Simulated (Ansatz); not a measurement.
# Squeezing and shearing random cubic perovskite alloy of BaHfO3 and BaTiO3 (135 atoms): runs compared

Aim: relax random cubic perovskite alloy of BaHfO3 and BaTiO3 (135 atoms), then change its volume and shape to read moduli from the stress.

Computed with Ansatz 0.2.0: Kohn-Sham DFT, PBE, PAW (set soft_2), plane waves.

### 1. The cell

The cell holds 135 atoms: 27 Ba, 18 Hf, 81 O and 9 Ti. Its edges and angles: a = 12.340 Å, b = 12.340 Å, c = 12.340 Å, α = 90.0°, β = 90.0°, γ = 90.0°. It derives from BaHfO3 and BaTiO3 (cubic perovskite), repeated 3×3×3. Cubic perovskite BaHfO3, 3 x 3 x 3 conventional cells, 9 of 27 Hf sites given to Ti at random (x = 0.333), lattice by Vegard's rule (cell 4.113, 4.113, 4.113, 90, 90, 90); not relaxed, displaced by a Gaussian of 0.02 Å.

What the set-up can't give: Only the Γ point is sampled. Spin–orbit coupling is left out, which matters for the levels of the heavy elements.

### 2. The reference run

The reference is a single point at the end of the relaxation.

Every strained cell starts from the geometry of this run, and its atoms are relaxed with the cell held.

Its input, with most atom lines left out:

```yaml
crystal:
  lattice:
    - [12.60314, -0.00811, 2.0e-05]
    - [-0.00811, 12.3965, -0.00134]
    - [2.0e-05, -0.00134, 12.43197]
  atoms:
    - { symbol: Ba, position: [0.9985, 0.00046, 0.99764] }
    - { symbol: Hf, position: [0.16438, 0.17128, 0.16777] }
    - { symbol: O, position: [0.16777, 0.16069, 0.00104] }
    - { symbol: O, position: [0.00154, 0.16387, 0.17132] }
    - { symbol: O, position: [0.16939, 0.99182, 0.1709] }
    - { symbol: Ba, position: [0.99641, 0.00626, 0.33644] }
    - { symbol: Ti, position: [0.15855, 0.16892, 0.49877] }
    [... atom lines 8 to 135 left out ...]
kpoints:
  mp_grid: { grid: [1, 1, 1] }
hamiltonian:
  xc: pbe
scf:
  occupations: { method: fixed }
output:
  forces: true
  stress: true
  populations: true
  dos:
    method: { smearing: { sigma: 0.1 } }
    de: 0.1
    projected: { site_lists: { Ba: [Ba], Hf: [Hf], O: [O], Ti: [Ti] } }
  eigenvalues: true
  write_density: true
  write_potential: true
  volumetric_format: npy
```

* free energy per atom: -3794.9458 eV/atom
* r.m.s. force component: 0.00177 eV/Å
* pressure: 0.0214 GPa

Filled and empty levels are parted by 2.99 eV at Γ alone; the mesh holds the band edges only if they fold onto it, so the gap at this level can be narrower or closed.

### 3. The runs

Each row is one run, on 8 threads of Arm Neoverse V1, shared host. The free energy is the program's total, comparable only between runs with the same functional and atoms.

```
                                 run  atoms    outcome  relaxation steps  free energy (eV)     time  host memory (GiB)
           Single point at the start    135  converged                 -       -512313.364     40 s                3.7
              Cell and atoms relaxed    135  converged                 7       -512317.681  5.8 min                3.9
Single point at the relaxed geometry    135  converged                 -       -512317.681     75 s                4.0
                         Volume -3 %    135  converged                 5       -512316.886  3.9 min                3.9
                         Volume +3 %    135  converged                 5       -512317.008  4.3 min                4.1
                         Volume -6 %    135  converged                 5       -512314.334  3.8 min                3.8
                         Volume +6 %    135  converged                 6       -512315.230  4.7 min                4.2
                        Volume -10 %    135  converged                 5       -512307.464  3.9 min                3.7
            Stretched by 1 % along x    135  converged                 5       -512317.594  3.5 min                4.0
           Compressed by 1 % along x    135  converged                 5       -512317.563  3.4 min                4.0
                Sheared by 2 % in xy    135  converged                 3       -512317.455  2.4 min                4.0
```

In some runs the program notes that the SCF threshold is loose for the stress.

### 4. Pressure against volume

Atoms are relaxed at each volume, in the scaled cell.

```
volume change (%)  volume (Å³/atom)  energy change (meV/atom)  pressure (GPa)  largest move on relaxing (Å)  bonds  gap (eV)
              -10            12.949                     75.68           18.87                          0.14    486                2.88
               -6            13.524                     24.80            9.82                          0.10    486                2.90
               -3            13.956                      5.89            4.43                          0.05    486                2.96
               +0            14.387                      0.00            0.02                             -    486                2.99
               +3            14.819                      4.99           -3.50                          0.07    486                3.01
               +6            15.251                     18.15           -6.12                          0.16    486                3.07
```

### 5. Uniaxial strain and shear

Stress (GPa, compression positive) less that of the relaxed cell, atoms relaxed:

```
                   strain      xx      yy      zz      xy  energy change (meV/atom)
 stretched by 1 % along x  -1.544  -0.915  -0.865  -0.006                      0.65
compressed by 1 % along x   1.812   0.984   0.905   0.013                      0.87
     sheared by 2 % in xy   0.000  -0.006   0.022  -1.830                      1.67
```

### 6. Outcome

The bulk modulus, from the slope of pressure against ln V over the three points nearest the relaxed volume, is 132 GPa; a quadratic over all points gives a pressure derivative of about 6.9. The gap changes by +1.1 eV per unit of ln V, on the run's k-points. In the Cartesian axes of the cell, finite differences give C11 = 168, C12 = 95.0, C13 = 88.5 and C66 = 91.5 GPa (the shear of 2 % is the engineering strain, εxy = 0.01). The mean of C11, C12 and C13, which equals the bulk modulus in a cubic or isotropic solid, is 117 GPa: it lies 11 % under the bulk modulus from the volumes.

Caveats: Strains are finite and relaxations stop at the force tolerance of the input, which can leave moduli too stiff; they are those of a static cell at zero temperature. Volumes are changed with the cell's shape held, so in an anisotropic solid the modulus lies over the one under free hydrostatic load. The program notes that the SCF threshold of the relaxations is loose for the stress. The host structure and its lattice constant were typed by rule, without a check against the phase diagram.

The DFT runs together took 38 min of wall time.

[Long decimals in the printed logs are rounded to 6 places.]

[Logs are printed without paths, hosts, clocks, repeated set-up lines and the standing remarks that a program may print on its own settings, such as how far it seeks lower states.]

[Hosts, paths, dates, database ids (printed as entryN), source tags and the programs' standing remarks are cut or masked in the printed files.]
